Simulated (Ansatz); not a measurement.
**BaCuSnGe2, from a guessed structure to a relaxed one**

This structure for BaCuSnGe2 is made up. Its elements were placed in a known structure type with a cell scaled to their sizes. What cell does the guess relax to, and how far off was it?

Calculated with Ansatz 0.2.0; DFT, PBEsol, plane-wave PAW, files of the set soft_1, scalar-relativistic, ferromagnetic start, cell and ions relaxed at zero pressure; PAW set soft_1.

## (1) Set-up

It takes space group I4mm (No. 107, tetragonal). The conventional cell has a = 4.739 Å, b = 4.739 Å, c = 10.488 Å, α = 90.00°, β = 90.00°, γ = 90.00°. Nearest to Ba lie 8 Ge at 3.49 to 3.58 Å and 4 Sn at 3.50 Å and 5 Cu at 3.68 to 3.72 Å. Sn has 1 Cu at 2.54 Å and 4 Ge at 2.83 Å and 4 Ba at 3.50 Å nearest. Nearest to Ge lie 2 Cu at 2.64 Å and 2 Sn at 2.83 Å and 4 Ge at 3.35 Å and 4 Ba at 3.49 to 3.58 Å. Cu has 1 Sn at 2.54 Å and 4 Ge at 2.64 Å and 5 Ba at 3.68 to 3.72 Å nearest. Farther neighbours are not listed.

## (2) Relaxing cell and atoms

The guess takes its coordinates from another compound and its volume from a rule, so the cell and any free coordinates are relaxed together.

The input, input.yaml:

```yaml
crystal:
  lattice:
    - [-2.3695, 2.3695, 5.244]
    - [2.3695, -2.3695, 5.244]
    - [2.3695, 2.3695, -5.244]
  atoms:
    - { symbol: Ba, position: [0.0037, 0.0037, 0.0] }
    - { symbol: Sn, position: [0.601, 0.601, 0.0] }
    - { symbol: Ge, position: [0.7479, 0.2479, 0.5] }
    - { symbol: Ge, position: [0.2479, 0.7479, 0.5] }
    - { symbol: Cu, position: [0.3586, 0.3586, 0.0], spin: 0.6 }
magnetization:
  spin_polarized: true
kpoints:
  mp_grid: { grid: [8, 8, 8] }
scf:
  occupations: { method: fermi_dirac, width: 0.05 }
hamiltonian:
  xc: pbesol
  pseudopotentials: { kind: paw, azcp: { folder: soft_1 }, xc_functional: pbe }
relax:
  f_tol: 0.015
  max_steps: 70
  cell: {}
output:
  forces: true
  stress: true
```

Run with:

```sh
$ ansatz run input.yaml --threads 4 --pin off --max-ram 8192MiB --backend cpu --events-out ev --progress --plain --runs-dir out
```

Numbers of over 12 decimals in the logs are rounded to 6 here.

What it wrote:

```text
Engine: ansatz 0.2.0, aarch64-unknown-linux-gnu
Pseudopotentials: kind: paw
Pseudopotential: Ba, paw, valence charge 10, recommended cutoff 420 eV (normal), soft_1/Ba.paw.azcp
Pseudopotential: Sn, paw, valence charge 14, recommended cutoff 420 eV (normal), soft_1/Sn.paw.azcp
Pseudopotential: Ge, paw, valence charge 14, recommended cutoff 420 eV (normal), soft_1/Ge.paw.azcp
Pseudopotential: Cu, paw, valence charge 19, recommended cutoff 420 eV (normal), soft_1/Cu.paw.azcp
Functional definition: PBEsol
  exchange = pbesol_x
  correlation = pbesol_c
Crystal: 5 atoms, lattice volume = 117.770 Å³
Basis set: ecut = 420 eV, 2273 PW (Γ), exchange–correlation on 90×90×90 points (8 copies of the dense FFT grid, shifted against one another)
Bands: 43, of which v1, the nominal top of the filled ones, is band 36 counted from 1 (35 counted from 0)
Symmetry: 8 space group operations
Space group: I4mm (ITA 107), of the structure as read, at distance tolerance 4.9e-5 Å
Magnetic group: BNS 107.227 (UNI 887), of the structure as read, at distance tolerance 4.9e-5 Å
k-points: 59 of 512 (time reversal used)
Non-local potential: Ba, projectors of the file, l = 0: 3, l = 1: 2, l = 2: 2, l = 3: 2
Non-local potential: Sn, projectors of the file, l = 0: 2, l = 1: 2, l = 2: 2, l = 3: 1
Non-local potential: Ge, projectors of the file, l = 0: 2, l = 1: 2, l = 2: 3, l = 3: 1
Non-local potential: Cu, projectors of the file, l = 0: 3, l = 1: 2, l = 2: 3, l = 3: 1
PAW form: soft (Blöchl's): semilocal exchange-correlation on the pseudo side does not see the compensation charge
PAW frozen core: Ba, regenerated for the run's functional, and the local potential with it (the file was generated under x = pbe(κ = 0.804, μ = 0.219515), c = pbe(β = 0.066725))
PAW frozen core: Sn, regenerated for the run's functional, and the local potential with it (the file was generated under x = pbe(κ = 0.804, μ = 0.219515), c = pbe(β = 0.066725))
PAW frozen core: Ge, regenerated for the run's functional, and the local potential with it (the file was generated under x = pbe(κ = 0.804, μ = 0.219515), c = pbe(β = 0.066725))
PAW frozen core: Cu, regenerated for the run's functional, and the local potential with it (the file was generated under x = pbe(κ = 0.804, μ = 0.219515), c = pbe(β = 0.066725))
PAW one-centre angular grid: Ba, 194 points (default); XC on 64 Gauss nodes
PAW one-centre angular grid: Sn, 590 points (default); XC on 64 Gauss nodes
PAW one-centre angular grid: Ge, 590 points (default); XC on 64 Gauss nodes
PAW one-centre angular grid: Cu, 590 points (default); XC on 64 Gauss nodes
Initial density: superposition of atomic densities (chi_scale 0.1, normalization cell, long waves kept (reshape's long-wave potential 0.00 eV rms))
Starting moments: Σ|m| = 0.6 μB on 1 of 5 sites
Initial wavefunctions: pseudopotential atomic-orbital guess
Functional: x = pbesol(κ = 0.804, μ = 0.123457), c = pbesol(β = 0.046)
SCF iter   1: F=—  HF=-26922.551581 eV  |F-HF|=—  |Δ(HF+E_count)|=         —  Δρ=3.00e-1 (↑2.69e-1 ↓3.00e-1)  dr2=3.34e2  dr2_m=2.77e-1  M=0.969 μB ∫|m|=1.149 μB  β_m=1.00  ethr=3.10e-3  ⟨swp⟩=12.9  Hψ=26546  notcnv=0
preconditioner: auto → Kerker (q_TF=auto, 2.508 Å⁻¹)  [metal: Δε(μ)=0.002 eV  Ē_g=16.165 eV  σ=0.050 eV  W_gap=0.01  n_scr=32 (ndim 8)  ℏωp=26.7 eV  f_vac=0.000  D(μ)=5.75/eV (n_scr^D=44)]
spin=Collinear: Kerker preconditioning applied to the charge; magnetization (m = ρ↑ − ρ↓) channel mixes plain (no charge-response kernel on spin).
SCF iter   2: F=—  HF=-26929.475367 eV  |F-HF|=—  |Δ(HF+E_count)|=    6.92e0  Δρ=1.75e-1 (↑9.14e-2 ↓1.75e-1)  dr2=4.39e1  dr2_m=2.06e0  M=0.024 μB ∫|m|=0.081 μB  β_m=0.30  ethr=3.10e-3  ⟨swp⟩=4.7  Hψ=15684  notcnv=0  defer=6
SCF iter   3: F=—  HF=-26912.603748 eV  |F-HF|=—  |Δ(HF+E_count)|=    1.69e1  Δρ=9.54e-2 (↑3.92e-2 ↓9.54e-2)  dr2=1.26e1  dr2_m=9.38e-1  M=0.029 μB ∫|m|=0.067 μB  β_m=0.30  ethr=3.10e-3  ⟨swp⟩=4.0  Hψ=14364  notcnv=0  defer=171
SCF iter   4: F=—  HF=-26910.683392 eV  |F-HF|=—  |Δ(HF+E_count)|=    1.92e0  Δρ=4.02e-2 (↑4.02e-2 ↓9.17e-3)  dr2=1.91e0  dr2_m=3.47e-1  M=0.047 μB ∫|m|=0.122 μB  β_m=0.30  ethr=3.10e-3  ⟨swp⟩=4.0  Hψ=13253  notcnv=0  defer=191
SCF iter   5: F=—  HF=-26911.672206 eV  |F-HF|=—  |Δ(HF+E_count)|=   9.89e-1  Δρ=6.30e-2 (↑3.21e-2 ↓6.30e-2)  dr2=6.61e0  dr2_m=2.70e-1  M=0.015 μB ∫|m|=0.038 μB  β_m=0.30  ethr=2.69e-3  ⟨swp⟩=3.1  Hψ=12770  notcnv=0  defer=180
SCF iter   6: F=—  HF=-26910.377511 eV  |F-HF|=—  |Δ(HF+E_count)|=    1.29e0  Δρ=2.63e-2 (↑5.21e-3 ↓2.63e-2)  dr2=8.91e-1  dr2_m=1.27e-1  M=0.015 μB ∫|m|=0.036 μB  β_m=0.30  ethr=2.69e-3  ⟨swp⟩=2.3  Hψ=10926  notcnv=0  defer=200
SCF iter   7: F=—  HF=-26910.280060 eV  |F-HF|=—  |Δ(HF+E_count)|=   9.75e-2  Δρ=1.71e-2 (↑2.31e-3 ↓1.71e-2)  dr2=3.41e-1  dr2_m=6.58e-2  M=0.011 μB ∫|m|=0.029 μB  β_m=0.30  ethr=1.25e-3  ⟨swp⟩=2.0  Hψ=6472  notcnv=0  defer=201
SCF iter   8: F=—  HF=-26910.262360 eV  |F-HF|=—  |Δ(HF+E_count)|=   1.77e-2  Δρ=1.28e-2 (↑1.28e-2 ↓2.39e-3)  dr2=1.60e-1  dr2_m=3.20e-2  M=0.011 μB ∫|m|=0.029 μB  β_m=0.30  ethr=4.81e-4  ⟨swp⟩=3.0  Hψ=6995  notcnv=0  defer=205
SCF iter   9: F=—  HF=-26910.259532 eV  |F-HF|=—  |Δ(HF+E_count)|=   2.83e-3  Δρ=8.47e-3 (↑8.47e-3 ↓8.84e-4)  dr2=5.99e-2  dr2_m=1.79e-2  M=0.007 μB ∫|m|=0.021 μB  β_m=0.30  ethr=2.25e-4  ⟨swp⟩=1.1  Hψ=6034  notcnv=0  defer=201
SCF iter  10: F=—  HF=-26910.252604 eV  |F-HF|=—  |Δ(HF+E_count)|=   6.93e-3  Δρ=4.90e-3 (↑4.90e-3 ↓1.24e-3)  dr2=1.25e-2  dr2_m=1.00e-2  M=0.005 μB ∫|m|=0.016 μB  β_m=0.30  ethr=8.44e-5  ⟨swp⟩=1.0  Hψ=4873  notcnv=0  defer=201
Mixer restart at iter 10: flushing history
spin-set hold released at iteration 10 (site moments contracting): the magnetisation degrees of freedom join the quasi-Newton model from the next iteration; the mixer history was flushed
SCF iter  11: F=—  HF=-26910.251756 eV  |F-HF|=—  |Δ(HF+E_count)|=   8.48e-4  Δρ=2.44e-3 (↑2.15e-3 ↓2.44e-3)  dr2=2.31e-4  dr2_m=5.63e-3  M=0.004 μB ∫|m|=0.012 μB  β_m=0.44  ethr=1.76e-5  ⟨swp⟩=2.0  Hψ=5685  notcnv=0  defer=201
SCF iter  12: F=—  HF=-26910.252001 eV  |F-HF|=—  |Δ(HF+E_count)|=   2.45e-4  Δρ=2.15e-3 (↑2.15e-3 ↓5.98e-4)  dr2=2.41e-3  dr2_m=1.99e-3  M=0.002 μB ∫|m|=0.008 μB  β_m=0.55  ethr=3.26e-7  ⟨swp⟩=2.1  Hψ=9105  notcnv=0  defer=201
SCF iter  13: F=—  HF=-26910.252031 eV  |F-HF|=—  |Δ(HF+E_count)|=   3.03e-5  Δρ=6.58e-4 (↑2.41e-4 ↓6.58e-4)  dr2=5.67e-4  dr2_m=4.87e-5  M=0.000 μB ∫|m|=0.002 μB  β_m=0.78  ethr=3.26e-7  ⟨swp⟩=2.4  Hψ=9117  notcnv=0  defer=201
[...]
the starting moments were not kept: the SCF closed with an absolute magnetisation of 7.2e-6 μB, where they sum to 0.6 μB in size (1 site). That is at most 0.1 of that sum. Measured as dr2_m measures the in/out step, that magnetisation stands 5.7e-12 eV from none, at or under the dr2_threshold of 5.0e-7 eV: it is no larger than a step whose dr2_m would equal this threshold.
SCF 3 converged in 9 iterations: F = -26910.415116 eV  dr2 = 4.38e-8
relax step   3: F+E_penalty+E_count = -26910.41511575 eV  Δ(F+E_penalty+E_count) = -9.467e-3 eV  max|allowed force component| = 7.934e-2 eV/Å  Δτ_max = 0.0427 Å  P = +0.183 GPa  Ω = 111.919 Å³  energy of the carried Pulay correction = +1.040e-3 eV  (9 SCF iters, dr2 threshold 5.00e-7 eV, accepted)
[...]
relax step   4: F+E_penalty+E_count = -26910.41599477 eV  Δ(F+E_penalty+E_count) = -8.790e-4 eV  max|allowed force component| = 1.790e-2 eV/Å  Δτ_max = 0.0127 Å  P = -0.082 GPa  Ω = 112.329 Å³  energy of the carried Pulay correction = +9.657e-4 eV  (7 SCF iters, dr2 threshold 3.93e-7 eV, accepted)
[...]
relax step   5: F+E_penalty+E_count = -26910.41611619 eV  Δ(F+E_penalty+E_count) = -1.214e-4 eV  max|allowed force component| = 1.109e-3 eV/Å  Δτ_max = 0.0022 Å  P = -0.001 GPa  Ω = 112.191 Å³  energy of the carried Pulay correction = +9.908e-4 eV  (6 SCF iters, dr2 threshold 2.17e-8 eV, accepted)
Initial wavefunctions: pseudopotential atomic-orbital guess (no wavefunctions were taken with the density)
iter 1 solved again at ethr=1.36e-6 eV; its pass at ethr=3.10e-3 eV (dr2=9.66e-4 eV) is discarded
SCF iter   1: F=—  HF=-26910.415048 eV  |F-HF|=—  |Δ(HF+E_count)|=         —  Δρ=1.70e-5 (↑1.69e-5 ↓1.70e-5)  dr2=2.98e-7  dr2_m=1.55e-11  M=-0.000 μB ∫|m|=0.000 μB  β_m=0.30  ethr=1.36e-6  ⟨swp⟩=3.3  Hψ=33328  notcnv=0
eigensolver tolerance schedule: the retry pair's looser diagonalisation over-reported the residual by 3241.83 of it (diagonalisation noise at an unbounded share of the residual, at the tolerance the schedule requests for it); recorded, not acted on — ethr = c·dr2/N_el stays at c = 1.0e-1
preconditioner: auto → Resta (q_TF=auto, 2.528 Å⁻¹)  ε∞=3.4  [insulator: Δε(μ)=0.120 eV  Ē_g=17.817 eV  σ=0.050 eV  W_gap=0.51  n_scr=32 (ndim 8)  ℏωp=27.8 eV  f_vac=0.000  D(μ)=1.74/eV (n_scr^D=10)  ε∞_Penn≈3.4]
spin=Collinear: Resta preconditioning applied to the charge; magnetization (m = ρ↑ − ρ↓) channel mixes plain (no charge-response kernel on spin).
SCF iter   2: F=—  HF=-26910.415081 eV  |F-HF|=—  |Δ(HF+E_count)|=   3.29e-5  Δρ=4.19e-5 (↑4.19e-5 ↓4.19e-5)  dr2=4.85e-6  dr2_m=8.47e-12  M=-0.000 μB ∫|m|=0.000 μB  β_m=0.51  ethr=4.20e-10  ⟨swp⟩=3.2  Hψ=12199  notcnv=0
SCF iter   3: F=—  HF=-26910.415082 eV  |F-HF|=—  |Δ(HF+E_count)|=   5.05e-7  Δρ=1.76e-5 (↑1.76e-5 ↓1.75e-5)  dr2=8.35e-7  dr2_m=2.88e-12  M=-0.000 μB ∫|m|=0.000 μB  β_m=0.57  ethr=4.20e-10  ⟨swp⟩=2.3  Hψ=9343  notcnv=0
SCF iter   4: F=—  HF=-26910.415081 eV  |F-HF|=—  |Δ(HF+E_count)|=   4.43e-7  Δρ=1.64e-6 (↑1.64e-6 ↓1.64e-6)  dr2=7.28e-9  dr2_m=1.67e-13  M=-0.000 μB ∫|m|=0.000 μB  β_m=0.53  ethr=4.20e-10  ⟨swp⟩=2.0  Hψ=9266  notcnv=0
SCF iter   5: F=—  HF=-26910.415081 eV  |F-HF|=—  |Δ(HF+E_count)|=   2.91e-9  Δρ=1.80e-6 (↑1.80e-6 ↓1.79e-6)  dr2=7.91e-9  dr2_m=9.79e-14  M=-0.000 μB ∫|m|=0.000 μB  β_m=0.75  ethr=1.03e-11  ⟨swp⟩=2.0  Hψ=8672  notcnv=0
SCF iter   6: F=—  HF=-26910.415081 eV  |F-HF|=—  |Δ(HF+E_count)|=   6.00e-9  Δρ=3.47e-7 (↑3.47e-7 ↓3.44e-7)  dr2=3.15e-10  dr2_m=1.47e-14  M=-0.000 μB ∫|m|=0.000 μB  β_m=0.78  ethr=1.03e-11  ⟨swp⟩=2.0  Hψ=6532  notcnv=0
SCF iter   7: F=—  HF=-26910.415081 eV  |F-HF|=—  |Δ(HF+E_count)|=  4.73e-11  Δρ=1.48e-7 (↑1.46e-7 ↓1.48e-7)  dr2=5.85e-11  dr2_m=1.95e-15  M=-0.000 μB ∫|m|=0.000 μB  β_m=0.82  ethr=1.00e-12  ⟨swp⟩=2.0  Hψ=7476  notcnv=0
SCF iter   8: F=-26910.415081 eV  HF=-26910.415081 eV  |F-HF|=0.00e0  |Δ(HF+E_count)|=  2.91e-11  Δρ=3.94e-8 (↑3.86e-8 ↓3.94e-8)  dr2=3.70e-12  dr2_m=3.12e-16  M=-0.000 μB ∫|m|=0.000 μB  ethr=1.00e-12  ⟨swp⟩=3.9  Hψ=13512  notcnv=0
the starting moments were not kept: the SCF closed with an absolute magnetisation of 1.9e-8 μB, where they sum to 0.6 μB in size (1 site). That is at most 0.1 of that sum. Measured as dr2_m measures the in/out step, that magnetisation stands 6.0e-17 eV from none, at or under the dr2_threshold of 5.0e-11 eV: it is no larger than a step whose dr2_m would equal this threshold.
SCF 6 converged in 8 iterations: F = -26910.415081 eV  dr2 = 3.70e-12
relax step   6: F+E_penalty+E_count = -26910.41508128 eV  Δ(F+E_penalty+E_count) = +1.035e-3 eV  max|allowed force component| = 1.231e-3 eV/Å  Δτ_max = 0.0000 Å  P = +0.001 GPa  Ω = 112.191 Å³  stress off target by 8.22e-3 GPa  SCF on the basis re-selected at this cell (its energy is not comparable with the rows above)  (8 SCF iters)
basis re-selected at this cell: Δ(F+E_penalty+E_count) = +1.035e-3 eV, ΔP = +0.002 GPa vs the last step (what re-selecting the basis moved, of the pressure what is left beyond the Pulay correction that the steps carried, after the strain that the cell walked since its last selection, with what the two solves' SCF thresholds leave and, on support functions, any second-order correction that the steps lacked; it is no m [...]
SCF converged after 8 iterations
Magnetization: -0.0000 μB (35.5000 up, 35.5000 down)
Absolute magnetization: 0.0000 μB (∫|ρ↑−ρ↓|, with the PAW one-centre terms)
Spin contamination: 0.0000 ħ² per cell (⟨S²⟩ above its minimum at these occupations)
Per-site moments (μB) at R_I (Å): [(-3.2629739831520695e-10, 1.409954), (-1.1042761949013843e-10, 1.090827), (-5.70896204626102e-10, 1.037481), (-5.708960901208608e-10, 1.037481), (-1.5313981083969661e-9, 1.037481)]
Free energy (F): -26910.415081 eV
Harris-Foulkes:  -26910.415081 eV  (|F-HF|=0.00e0)
Internal energy: -26910.401114 eV  (E = F + TS)
E sigma→0 (E₀):  -26910.408097 eV
Entropy (-TS):   -0.013968 eV (-2.794 meV/atom)
Fermi energy:    11.403968 eV
--- Per-component energies (eV) ---
  E_band       = -774.506577
  E_kinetic    = 777.350074
  E_local      = -11889.750222  (includes V_loc(G=0)·N_el)
  E_nonlocal   = 1566.010934
  E_hartree    = 5441.090029
  E_xc         = -534.576277
  E_vxc        = -431.082226  (∫ρ·V_xc dr)
  E_paw        = -15124.005255  (= ΣΔE_a)
  E_vpaw       = -1679.216665  (= ΣTr[D̂ρ^β])
  E_aug_tail   = 0.001267  (compensation charges beyond the density's cutoff)
  E_ewald      = -7149.000018
  E_core_change = 2.478355  (= ΣΔE_core)
  E_smearing   = -0.013968  (= −TS)
  E_closure    = 0.000000  (closes the sum)
  Σ components = -26910.415081   (vs F -26910.415081, Δ=0.00e0)
--- Forces (eV/Å), atoms counted from 1 ---
  atom   1  Ba     0.00000000     0.00000000    -0.00025004
  atom   2  Sn    -0.00000000     0.00000000    -0.00070074
  atom   3  Ge    -0.00000000    -0.00000000    -0.00014002
  atom   4  Ge    -0.00000000    -0.00000000    -0.00014002
  atom   5  Cu     0.00000000    -0.00000000     0.00123072
  max |Σ_I F_I| component: 9.97e-8 eV/Å
--- Stress (GPa, compression-positive) ---
        0.006270       0.000000       0.000000
        0.000000       0.006270      -0.000000
        0.000000       0.000000      -0.008218
  P = ⅓ Tr σ = 0.0014 GPa (0.014 kbar)
--- Relaxed structure (5 steps of the walk, 5 accepted, 1 SCFs on fresh bases) ---
  F+E_penalty+E_count = -26910.41508128 eV   max|allowed force component| = 1.231e-3 eV/Å   (the final SCF, on the basis selected at the relaxed cell)
  cell:  # Å, volume = 112.1906 Å³
    - [-2.333067, 2.333067, 5.152788]
    - [2.333067, -2.333067, 5.152788]
    - [2.333067, 2.333067, -5.152788]
  atoms:
    - { symbol: Ba, position: [-0.00204935, -0.00204935, 0] }
    - { symbol: Sn, position: [0.603318, 0.603318, 0] }
    - { symbol: Ge, position: [0.755557, 0.255557, 0.500000] }
    - { symbol: Ge, position: [0.255557, 0.755557, 0.500000] }
    - { symbol: Cu, position: [0.346716, 0.346716, 0] }
```

Run time: 84 s. Hardware: 4 threads of Arm Neoverse V2, shared host; peak memory 0.79 GiB; 5.5 min of CPU time.

The steps of the relaxation:

```
step  energy less that of the first step (eV)  largest force component (eV/Å)  pressure (GPa)  volume (Å³)
   1                                   0.0000                          0.8950           -2.53       117.77
   2                                  -0.1536                          0.3275           -0.06       112.15
   3                                  -0.1631                          0.0793            0.18       111.92
   4                                  -0.1640                          0.0179           -0.08       112.33
   5                                  -0.1641                          0.0011            0.00       112.19
  6*                                  -0.1631                          0.0012            0.00       112.19
```

Relaxation steps marked * repeat the geometry before them on a plane-wave basis chosen anew for their cell, so energy and pressure can jump there.

Forces are held to the 8 operations that the run works with; a distortion that breaks them can't arise in this run.

```
conventional cell, symmetrised  before   after  change
                         a (Å)   4.739   4.666  -1.5 %
                         b (Å)   4.739   4.666  -1.5 %
                         c (Å)  10.488  10.306  -1.7 %
              volume (Å³/atom)   23.55   22.44  -4.7 %
```

The atoms that moved most (Å, as changes of fractional coordinates times the final cell):

```
atom     dx     dy      dz  length
 Cu5  0.000  0.000  -0.122   0.122
 Ge4  0.000  0.000   0.079   0.079
 Ge3  0.000  0.000   0.079   0.079
 Ba1  0.000  0.000  -0.059   0.059
 Sn2  0.000  0.000   0.024   0.024
```

Final coordinates:

```xyz
5
Lattice="-2.3331 2.3331 5.1528 2.3331 -2.3331 5.1528 2.3331 2.3331 -5.1528" Properties=species:S:1:pos:R:3 pbc="T T T"
Ba    0.0000    0.0000   -0.0211
Sn    0.0000    0.0000    6.2175
Ge    0.0000    2.3331    2.6337
Ge    2.3331    0.0000    2.6337
Cu    0.0000    0.0000    3.5731
```

This step gave:

| Property | Result |
| --- | --- |
| free energy | -26910.4151 eV |
| energy at zero smearing | -26910.4081 eV |
| smearing term TS | 0.01397 eV |
| Fermi energy | 11.40 eV |
| electrons | 71 |
| symmetry operations | 8 |
| pressure | 0.001440 GPa |

Shortest distances by pair of elements, guess and relaxed (not always the same contact):

```
 pair  guess (Å)  relaxed (Å)
Cu–Ge      2.639        2.515
Cu–Sn      2.542        2.644
Ge–Sn      2.826        2.812
Ge–Ge      3.351        3.299
Ba–Ge      3.489        3.418
```

The relaxation ends with a largest force component of 0.0012 eV/Å and a pressure of 0.00 GPa. No moment survives the cycle: this start ends non-magnetic.

## (3) Outcome

| Item | Value |
| --- | --- |
| space group, relaxed | I4mm |
| conventional cell | a = 4.666, b = 4.666, c = 10.306 Å; α = 90.0°, β = 90.0°, γ = 90.0° |
| volume per atom | 22.44 Å³ (guess 23.55) |
| total moment | 0.00 μB in the cell of 5 atoms |

In words: BaCuSnGe2 relaxes to I4mm with a = 4.666, b = 4.666 and c = 10.306 Å. The guessed volume was 5 % too large. The space group I4mm was held in the relaxation, so the end point is a stationary structure within it and may be a saddle against distortions or other arrangements. The moments died out from this one start and weren't seeded again at the relaxed cell. Mesh and cutoff weren't tested. Spin-orbit coupling is left out, which can matter for elements this heavy. No dispersion term is used, so weakly bound directions may come out too long. Nothing here tests whether the compound is stable against decomposition.

[Logs are printed without paths, hosts, clocks, repeated set-up lines and the standing remarks that a program may print on its own settings, such as how far it seeks lower states.]

[Hosts, paths, dates, database ids (printed as entryN), source tags and the programs' standing remarks are cut or masked in the printed files.]
